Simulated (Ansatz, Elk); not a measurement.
**BaSb2Os2: X-ray structure factors from the self-consistent density**

The structure of BaSb2Os2 used here is made up (a known structure type with other elements) and was relaxed beforehand with r2SCAN. The aim is the Fourier transform of its all-electron density, F(hkl), set beside the sum over free spherical atoms that refinements use.

Calculated with Elk 11.2.3 (patched build); DFT, PBE, all-electron APW+lo, Dirac cores, scalar-relativistic bands, static density, no spin.

The structure was built from a prototype and need not be the compound's stable phase.

## (1) The starting structure

The structure is tetragonal, space group I4/mmm (No. 139). The conventional cell has a = 4.448 Å, b = 4.448 Å, c = 12.536 Å, α = 90.00°, β = 90.00°, γ = 90.00°. Os has 4 Sb at 2.59 Å and 4 Os at 3.15 Å and 4 Ba at 3.84 Å nearest. Ba has 8 Sb at 3.62 Å and 8 Os at 3.84 Å nearest. Nearest to Sb lie 4 Os at 2.59 Å and 1 Sb at 3.60 Å and 4 Ba at 3.62 Å. Farther neighbours are not listed.

As a file:

```cif
data_structure
_symmetry_space_group_name_H-M 'P 1'
_symmetry_Int_Tables_number 1
_cell_length_a 7.0128
_cell_length_b 7.0128
_cell_length_c 7.0128
_cell_angle_alpha 143.022
_cell_angle_beta 143.022
_cell_angle_gamma 53.293
_cell_volume 124.01
loop_
_atom_site_label
_atom_site_type_symbol
_atom_site_fract_x
_atom_site_fract_y
_atom_site_fract_z
_atom_site_occupancy
Os1 Os 0.75000 0.25000 0.50000 1
Os2 Os 0.25000 0.75000 0.50000 1
Ba3 Ba 0.00000 0.00000 0.00000 1
Sb4 Sb 0.35626 0.35626 0.00000 1
Sb5 Sb 0.64374 0.64374 0.00000 1
```

## (2) Ground state and structure factors

An all-electron density is needed, since X-rays see the cores too. Task 0 finds the density and task 195 Fourier-transforms it; tshift is off so that phases refer to the origin typed.

File elk.in:

```
tasks
  0
  195

xctype
  20

spinpol
  .false.

rgkmax
  7.0

gmaxvr
  14.0

lmaxo
  7

lmaxapw
  8

swidth
  0.002

tshift
  .false.

ramdisk
  .false.

hmaxvr
  5.5

maxscl
  120

epspot
  1e-06

sppath
  './'

avec
  -4.20266868283 4.20266868283 11.84481647653
  4.20266868283 -4.20266868283 11.84481647653
  4.20266868283 4.20266868283 -11.84481647653

atoms
  3
  'Os.in'
  2
  0.7500000000 0.2500000000 0.5000000000   0.000000 0.000000 0.000000
  0.2500000000 0.7500000000 0.5000000000   0.000000 0.000000 0.000000
  'Ba.in'
  1
  0.0000000000 0.0000000000 -0.0000000000   0.000000 0.000000 0.000000
  'Sb.in'
  2
  0.3562619533 0.3562619533 0.0000000000   0.000000 0.000000 0.000000
  0.6437380467 0.6437380467 0.0000000000   0.000000 0.000000 0.000000

ngridk
  7 7 7
```

The run is started by

```console
$ OMP_NUM_THREADS=4 elk
```

Numbers of over 12 decimals in the logs are rounded to 6 here.

Log:

```text
┌─────────────────────────┐
│ Elk code version 11.2.3 │
└─────────────────────────┘

All units are atomic (Hartree, Bohr, etc.)

┌─────────────────────────────────────────────────┐
│ Ground-state run starting from atomic densities │
└─────────────────────────────────────────────────┘

Lattice vectors :
  -4.202668683       4.202668683       11.84481648
   4.202668683      -4.202668683       11.84481648
   4.202668683       4.202668683      -11.84481648

Reciprocal lattice vectors :
 -0.8637626863E-17  0.7475232741      0.2652293229
  0.7475232741     -0.8637626863E-17  0.2652293229
  0.7475232741      0.7475232741     -0.3633522795E-17

Unit cell volume      :    836.8326860
Brillouin zone volume :   0.2964155411

Muffin-tin inner radius fraction :   0.1000000000E-01

Nuclei treated as point charges

Species : 1 (Os)
 parameters loaded from : Os.in
 name : osmium
 nuclear charge    :   -76.00000000
 electronic charge :    76.00000000
 atomic mass :    346768.0767
 muffin-tin radius :    2.514246335
 number of radial points in muffin-tin :   1393
 inner part over the whole radius :   0.9938086964E-02
 number on inner part of muffin-tin    :    997
 approximate nuclear radius :   0.1019601503E-03
 number of mesh points to nuclear radius :    525
 atomic positions (lattice), magnetic fields (Cartesian) :
  1 :  -0.25000000  0.25000000  0.50000000    0.00000000  0.00000000  0.00000000
  2 :   0.25000000 -0.25000000  0.50000000    0.00000000  0.00000000  0.00000000

Species : 2 (Ba)
 parameters loaded from : Ba.in
 name : barium
 nuclear charge    :   -56.00000000
 electronic charge :    56.00000000
 atomic mass :    250331.8071
 muffin-tin radius :    2.800000000
 number of radial points in muffin-tin :   1393
 inner part over the whole radius :   0.9950032293E-02
 number on inner part of muffin-tin    :    996
 approximate nuclear radius :   0.9171481901E-04
 number of mesh points to nuclear radius :    504
 atomic positions (lattice), magnetic fields (Cartesian) :
  1 :   0.00000000  0.00000000  0.00000000    0.00000000  0.00000000  0.00000000

Species : 3 (Sb)
 parameters loaded from : Sb.in
 name : antimony
 nuclear charge    :   -51.00000000
 electronic charge :    51.00000000
 atomic mass :    221954.9021
 muffin-tin radius :    2.334657311
 number of radial points in muffin-tin :   1193
 inner part over the whole radius :   0.9928062750E-02
 number on inner part of muffin-tin    :    848
 approximate nuclear radius :   0.8886795689E-04
 number of mesh points to nuclear radius :    432
 atomic positions (lattice), magnetic fields (Cartesian) :
  1 :   0.35626195  0.35626195  0.00000000    0.00000000  0.00000000  0.00000000
  2 :  -0.35626195 -0.35626195  0.00000000    0.00000000  0.00000000  0.00000000

Total number of atoms per unit cell :    5
Total muffin-tin volume :    331.7101690
 ratio of muffin-tin to unit cell volume :   0.3963876824

Spin treatment :
 spin-unpolarised

Number of Bravais lattice symmetries :   16
Number of crystal symmetries         :   16
Crystal has inversion symmetry
Real symmetric eigensolver will be used

k-point grid :      7     7     7
k-point offset :    0.000000000       0.000000000       0.000000000
k-point set is reduced with full crystal symmetry group
Total number of k-points :       40

Muffin-tin radius times maximum |G+k| :    7.000000000
 using average radius
Maximum |G+k| for APW functions       :    2.800491253
Maximum (1/2)|G+k|²                   :    3.921375629
Maximum |G| for potential and density :    14.00000000
Constant for pseudocharge density :   10
 order of it for each species :   17  17  17
 order of it for pair densities of each species (exact exchange by exxq0 0: 18) :   10  12   8
Radial integration step length :    1

G-vector grid sizes :     60    60    60
Number of G-vectors :    38853

Maximum angular momentum used for
 APW functions            :    8
 outer part of muffin-tin :    7
 inner part of muffin-tin :    2

Total nuclear charge    :   -310.0000000
[...]
correlation                 :     -17.916238637066
 electron entropic           :    -0.49553849130518E-03
 total energy                :     -55672.306901489

Density of states at Fermi energy :    37.51899819
 (states/Hartree/unit cell)

Estimated indirect band gap :   0.1680203767E-02
 from k-point 27 to k-point 24
Estimated direct band gap   :   0.1174180588E-01
 at k-point 24

Charges :
 core                        :    200.0000000
 valence                     :    110.0000000
 interstitial                :    10.56103786
 muffin-tins (core leakage)
  species : 1 (Os)
   atom 1                    :    74.62810922     ( -0.6342654757E-07)
[...]
species : 2 (Ba)
[...]
species : 3 (Sb)
[...]
total in muffin-tins        :    299.4389621
 total calculated charge     :    309.9932855
 total charge                :    310.0000000
 error                       :   0.6714490821E-02

RMS change in Kohn-Sham potential (target) :   0.1120751800     (  0.1000000000E-05)
Absolute change in total energy (target)   :   0.2148888949     (  0.1000000000E-03)

[... loops 3 to 16 left out ...]

┌──────────────────┐
│ Loop number : 17 │
└──────────────────┘

Energies :
 Fermi                       :     0.326469
 sum of occupied eigenvalues :     -34051.731458569
 electron kinetic            :      61608.961182195
 core electron kinetic       :      59550.109160247
 Coulomb                     :     -116057.10200932
 Coulomb potential           :     -94062.792587142
 nuclear-nuclear             :     -4625.0233337233
 electron-nuclear            :     -128899.36204986
 Hartree                     :      17467.283374258
 Madelung                    :     -69025.705715751
 xc potential                :     -1597.9000536228
 exchange                    :     -1204.4755206183
 correlation                 :     -17.914529451308
 electron entropic           :    -0.72006977166031E-03
 total energy                :     -55670.531597265

Density of states at Fermi energy :    52.30529022
 (states/Hartree/unit cell)

Estimated indirect band gap :   0.8823624544E-03
 from k-point 16 to k-point 37
Estimated direct band gap   :   0.6334660234E-02
 at k-point 40

Charges :
 core                        :    200.0000000
 valence                     :    110.0000000
 interstitial                :    10.70469313
 muffin-tins (core leakage)
  species : 1 (Os)
[...]
species : 2 (Ba)
[...]
species : 3 (Sb)
[...]
total in muffin-tins        :    299.2953069
 total calculated charge     :    309.9935674
 total charge                :    310.0000000
 error                       :   0.6432554853E-02

RMS change in Kohn-Sham potential (target) :   0.2638047582E-07 (  0.1000000000E-05)
Absolute change in total energy (target)   :   0.4538126086E-04 (  0.1000000000E-03)

Convergence targets achieved

┌──────────────────┐
│ Loop number : 18 │
└──────────────────┘

Energies :
 Fermi                       :     0.326469
 sum of occupied eigenvalues :     -34051.731460211
 electron kinetic            :      61608.961180791
 core electron kinetic       :      59550.109159753
 Coulomb                     :     -116057.10201058
 Coulomb potential           :     -94062.792587074
 nuclear-nuclear             :     -4625.0233337233
 electron-nuclear            :     -128899.36205223
 Hartree                     :      17467.283375369
 Madelung                    :     -69025.705717045
 xc potential                :     -1597.9000539278
 exchange                    :     -1204.4755206461
 correlation                 :     -17.914529449964
 electron entropic           :    -0.72006976871580E-03
 total energy                :     -55670.531599957

Density of states at Fermi energy :    52.30528971
 (states/Hartree/unit cell)

Estimated indirect band gap :   0.8823617309E-03
 from k-point 16 to k-point 37
Estimated direct band gap   :   0.6334660317E-02
 at k-point 40

Charges :
 core                        :    200.0000000
 valence                     :    110.0000000
 interstitial                :    10.70469310
 muffin-tins (core leakage)
  species : 1 (Os)
[...]
species : 2 (Ba)
   atom 1                    :    53.68369851     (  0.5038588945E-05)
  species : 3 (Sb)
   atom 1                    :    48.41389486     (  0.3199166763E-02)
   atom 2                    :    48.41389486     (  0.3199166763E-02)
 total in muffin-tins        :    299.2953069
 total calculated charge     :    309.9935674
 total charge                :    310.0000000
 error                       :   0.6432554907E-02

┌──────────────────────────────┐
│ Self-consistent loop stopped │
└──────────────────────────────┘

Warning : core states of species 3 leak from the muffin-tin :   0.3199166763E-02

Wrote STATE.OUT
```

Elapsed: 72 s, on 4 threads of Arm Neoverse V2, shared host; peak memory 0.32 GiB; 3.8 min of CPU time.

SFACRHO.OUT:

```text

h k l indices transformed by vhmat matrix:
   1.000000000       0.000000000       0.000000000    
   0.000000000       1.000000000       0.000000000    
   0.000000000       0.000000000       1.000000000    

      h      k      l  multipl.   |H|            Re(F)            Im(F)           |F|

      0      0      0      1   0.0000000       310.00000      0.19930568E-16   310.00000    
      1      1     -1      2  0.53045865      -116.79431     -0.17420080E-13   116.79431    
     -1      0      0      8  0.79318197      -7.0890321      -0.0000000       7.0890321    
      1     -1      0      4   1.0571576     -0.64884286     -0.13326076E-15  0.64884286    
      2      2     -2      2   1.0609173       104.35143      0.31936813E-13   104.35143    
     -2     -1      1      8   1.0917465       125.30038      -0.0000000       125.30038    
     -1     -1      0      8   1.1827800       158.28474      0.11613386E-13   158.28474    
     -1      1      1      4   1.4950465       246.42451     -0.13851995E-13   246.42451    
     -2     -2      1      8   1.4977074      -151.67000      0.14516733E-13   151.67000    
     -2     -3      2      8   1.5223192       58.025791      -0.0000000       58.025791    
      0      2     -2      8   1.5863639      -98.319092     -0.29033466E-13   98.319092    
     -3     -3      3      2   1.5913759      -29.923233     -0.63873625E-13   29.923233    
     -2      1      1     16   1.6924248      -5.6125004      -0.0000000       5.6125004    
     -3     -1      3      8   1.8332238       91.681508     -0.95810438E-13   91.681508    
     -3      0      2     16   1.8512360       105.98779      -0.0000000       105.98779    
     -4     -2      3      8   1.9105129       201.60344     -0.46453546E-13   201.60344    
     -4     -3      4      8   2.0014430      -32.139610     -0.18145916E-15   32.139610    
      2     -2      0      4   2.1143151       218.07226      0.50436170E-16   218.07226
```

Elk indexes on the primitive cell of elk.in and gives |H| = 4π sin θ/λ in inverse bohr. Below, one row stands for each form hkl of the conventional cell (m members, Friedel mates merged), F is for one primitive cell and the density is static (no thermal factor). Free-atom factors are Waasmaier and Kirfel's, and R is Σm||F|−|F'||/Σm|F|.

| hkl | m | sin θ/λ (Å⁻¹) | abs F, DFT | neutral atoms | diff. |
| --- | --- | --- | --- | --- | --- |
| 002 | 2 | 0.080 | 116.794 | 116.583 | +0.211 |
| 101 | 8 | 0.119 | 7.089 | 7.158 | -0.069 |
| 110 | 4 | 0.159 | 0.649 | 0.551 | +0.098 |
| 004 | 2 | 0.160 | 104.351 | 104.477 | -0.126 |
| 103 | 8 | 0.164 | 125.300 | 125.297 | +0.003 |
| 112 | 8 | 0.178 | 158.285 | 158.137 | +0.148 |
| 200 | 4 | 0.225 | 246.424 | 246.769 | -0.345 |
| 114 | 8 | 0.225 | 151.670 | 152.093 | -0.423 |
| 105 | 8 | 0.229 | 58.026 | 58.094 | -0.069 |
| 202 | 8 | 0.239 | 98.319 | 98.679 | -0.359 |
| 006 | 2 | 0.239 | 29.923 | 30.320 | -0.397 |
| 211 | 16 | 0.255 | 5.612 | 5.696 | -0.083 |
| 204 | 8 | 0.276 | 91.681 | 91.962 | -0.280 |
| 213 | 16 | 0.278 | 105.988 | 106.210 | -0.222 |
| 116 | 8 | 0.287 | 201.603 | 202.017 | -0.414 |
| 107 | 8 | 0.301 | 32.140 | 32.236 | -0.097 |
| 220 | 4 | 0.318 | 218.072 | 218.457 | -0.385 |
| 008 | 2 | 0.319 | 189.224 | 189.718 | -0.494 |
| 215 | 16 | 0.321 | 51.111 | 50.957 | +0.154 |
| 222 | 8 | 0.328 | 88.806 | 89.113 | -0.307 |
| 206 | 8 | 0.328 | 28.760 | 28.951 | -0.191 |
| 301 | 8 | 0.340 | 5.023 | 4.933 | +0.090 |

## (3) The highest occupied states alone

An energy window below the Fermi level keeps the highest occupied states, to see at which angles they scatter; shallow core shells can lie inside it and anion s states outside. No new self-consistency is needed.

Edit elk.in of step 2 so:

```diff
@@ -1,3 +1,2 @@
 tasks
-  0
   195
@@ -40,2 +39,5 @@
 
+wsfac
+  -0.041020 0.626470
+
 sppath
```

The run is started by

```console
$ OMP_NUM_THREADS=4 elk
```

Log:

```text
┌─────────────────────────────────┐
│ Elk code version 11.2.3 started │
└─────────────────────────────────┘

Info(readinput): the functional depends on the density's gradient
 muffin-tin radial points multiplied by    2.00000
 (not where nrmtscf is given)

┌────────────────────┐
│ Current task : 195 │
└────────────────────┘
Info(checkmt): changed muffin-tin radius of species 1 (Os) from   2.8000 to   2.5142
Info(checkmt): changed muffin-tin radius of species 3 (Sb) from   2.6000 to   2.3347

Info(sfacrho): density structure factors written to SFACRHO.OUT

 Energy window :  -0.4102000000E-01  0.6264700000

┌──────────────────┐
│ Elk code stopped │
└──────────────────┘
```

The job ended after 17 s (4 threads; peak memory 0.18 GiB; 22 s of CPU time).

States within 10 eV below the Fermi level hold 26.10 electrons; any levels below the window count with the cores, and a count that is not whole means the window cuts a band. Their amplitudes can exceed the total, where window and core parts have opposite phase:

| hkl | sin θ/λ (Å⁻¹) | abs F, window | abs F, all |
| --- | --- | --- | --- |
| 002 | 0.080 | 13.090 | 116.794 |
| 101 | 0.119 | 2.037 | 7.089 |
| 110 | 0.159 | 4.805 | 0.649 |
| 004 | 0.160 | 4.624 | 104.351 |
| 103 | 0.164 | 1.359 | 125.300 |
| 112 | 0.178 | 5.303 | 158.285 |
| 200 | 0.225 | 3.046 | 246.424 |
| 114 | 0.225 | 2.789 | 151.670 |
| 105 | 0.229 | 0.124 | 58.026 |
| 202 | 0.239 | 2.197 | 98.319 |

## (4) Another functional

The difference from free atoms is small, so it is set against the change that LDA (Perdew-Wang) makes.

Edit elk.in of step 3 so:

```diff
@@ -1,2 +1,3 @@
 tasks
+  0
   195
@@ -4,3 +5,3 @@
 xctype
-  20
+  3
 
@@ -39,5 +40,2 @@
 
-wsfac
-  -0.041020 0.626470
-
 sppath
```

The run is started by

```console
$ OMP_NUM_THREADS=4 elk
```

Log:

```text
┌─────────────────────────┐
│ Elk code version 11.2.3 │
└─────────────────────────┘

All units are atomic (Hartree, Bohr, etc.)

┌─────────────────────────────────────────────────┐
│ Ground-state run starting from atomic densities │
└─────────────────────────────────────────────────┘

Lattice vectors :
  -4.202668683       4.202668683       11.84481648
   4.202668683      -4.202668683       11.84481648
   4.202668683       4.202668683      -11.84481648

Reciprocal lattice vectors :
 -0.8637626863E-17  0.7475232741      0.2652293229
[...]
species : 1 (Os)
[...]
species : 2 (Ba)
[...]
species : 3 (Sb)
   atom 1                    :    48.43919541     (  0.3270682864E-02)
   atom 2                    :    48.43919541     (  0.3270682864E-02)
 total in muffin-tins        :    299.3572254
 total calculated charge     :    309.9934449
 total charge                :    310.0000000
 error                       :   0.6555056382E-02

┌──────────────────────────────┐
│ Self-consistent loop stopped │
└──────────────────────────────┘

Warning : core states of species 3 leak from the muffin-tin :   0.3270682864E-02

Wrote STATE.OUT
[key lines of the parts left out:]
total energy                :     -55633.704808381
```

The job ended after 42 s (4 threads; peak memory 0.24 GiB).

Against the first run R = 0.02 %; the largest change is -0.042 at 314.

## (5) A coarser k-mesh

About half the k-points along each axis test the sampling.

Edit elk.in of step 4 so:

```diff
@@ -5,3 +5,3 @@
 xctype
-  3
+  20
 
@@ -63,2 +63,2 @@
 ngridk
-  7 7 7
+  4 4 4
```

The run is started by

```console
$ OMP_NUM_THREADS=4 elk
```

Log:

```text
┌─────────────────────────┐
│ Elk code version 11.2.3 │
└─────────────────────────┘

All units are atomic (Hartree, Bohr, etc.)

┌─────────────────────────────────────────────────┐
│ Ground-state run starting from atomic densities │
└─────────────────────────────────────────────────┘

Lattice vectors :
  -4.202668683       4.202668683       11.84481648
   4.202668683      -4.202668683       11.84481648
   4.202668683       4.202668683      -11.84481648

Reciprocal lattice vectors :
 -0.8637626863E-17  0.7475232741      0.2652293229
[...]
species : 1 (Os)
[...]
species : 2 (Ba)
[...]
species : 3 (Sb)
   atom 1                    :    48.41654228     (  0.3200158651E-02)
   atom 2                    :    48.41654228     (  0.3200158651E-02)
 total in muffin-tins        :    299.2949106
 total calculated charge     :    309.9935679
 total charge                :    310.0000000
 error                       :   0.6432084816E-02

┌──────────────────────────────┐
│ Self-consistent loop stopped │
└──────────────────────────────┘

Warning : core states of species 3 leak from the muffin-tin :   0.3200158651E-02

Wrote STATE.OUT
[key lines of the parts left out:]
total energy                :     -55670.531301400
```

The job ended after 41 s (4 threads; peak memory 0.31 GiB).

Against the first run R = 0.00 %; the largest change is -0.012 at 110.

## (6) Settings against the effect

| run | R against the first run (%) | R against neutral atoms, low angle (%) | wall time |
| --- | --- | --- | --- |
| PBE, rgkmax 7 | 0.00 | 0.21 | 72 s |
| LDA (Perdew-Wang) | 0.02 | 0.22 | 42 s |
| k-mesh 4×4×4 | 0.00 | 0.21 | 41 s |

## (7) Outcome

| Quantity | Value |
| --- | --- |
| R against neutral atoms, sin θ/λ < 0.3 Å⁻¹ | 0.21 % |
| R against neutral atoms, 0.3 to 0.72 Å⁻¹ | 0.15 % |

In words: Independent neutral atoms miss the calculated amplitudes by R = 0.21 % below 0.3 Å⁻¹ and 0.15 % from there to 0.72 Å⁻¹; by shells, 0.34 % below 0.15 Å⁻¹ (2 forms), 0.21 % 0.15 to 0.3 (13 forms), 0.14 % 0.3 to 0.45 (26 forms), 0.15 % above 0.45 (108 forms). Bonding, aspherical density and the tables' own atoms all enter these figures, and the runs don't part them. The largest change of an amplitude is -0.49 electrons, at 008. The window's part falls from 26.1 electrons at the origin to at most 0.60 between 0.45 and 0.72 Å⁻¹. Below 0.3 Å⁻¹ the changes that finished (LDA (Perdew-Wang) and k-mesh 4×4×4) move F by R = 0.01 % at most, against the 0.21 % that separates it from free atoms. The basis has no finished test. These runs have no spin, though d or f shells may be open. Spin-orbit coupling is left out, which can matter for elements this heavy. Part of the difference isn't bonding: the tables are fits to free atoms and ions calculated by other methods than this functional. Thermal motion, anomalous dispersion and extinction are left out.

[Logs are printed without paths, hosts, clocks, repeated set-up lines and the standing remarks that a program may print on its own settings, such as how far it seeks lower states.]

[Hosts, paths, dates, database ids (printed as entryN), source tags and the programs' standing remarks are cut or masked in the printed files.]
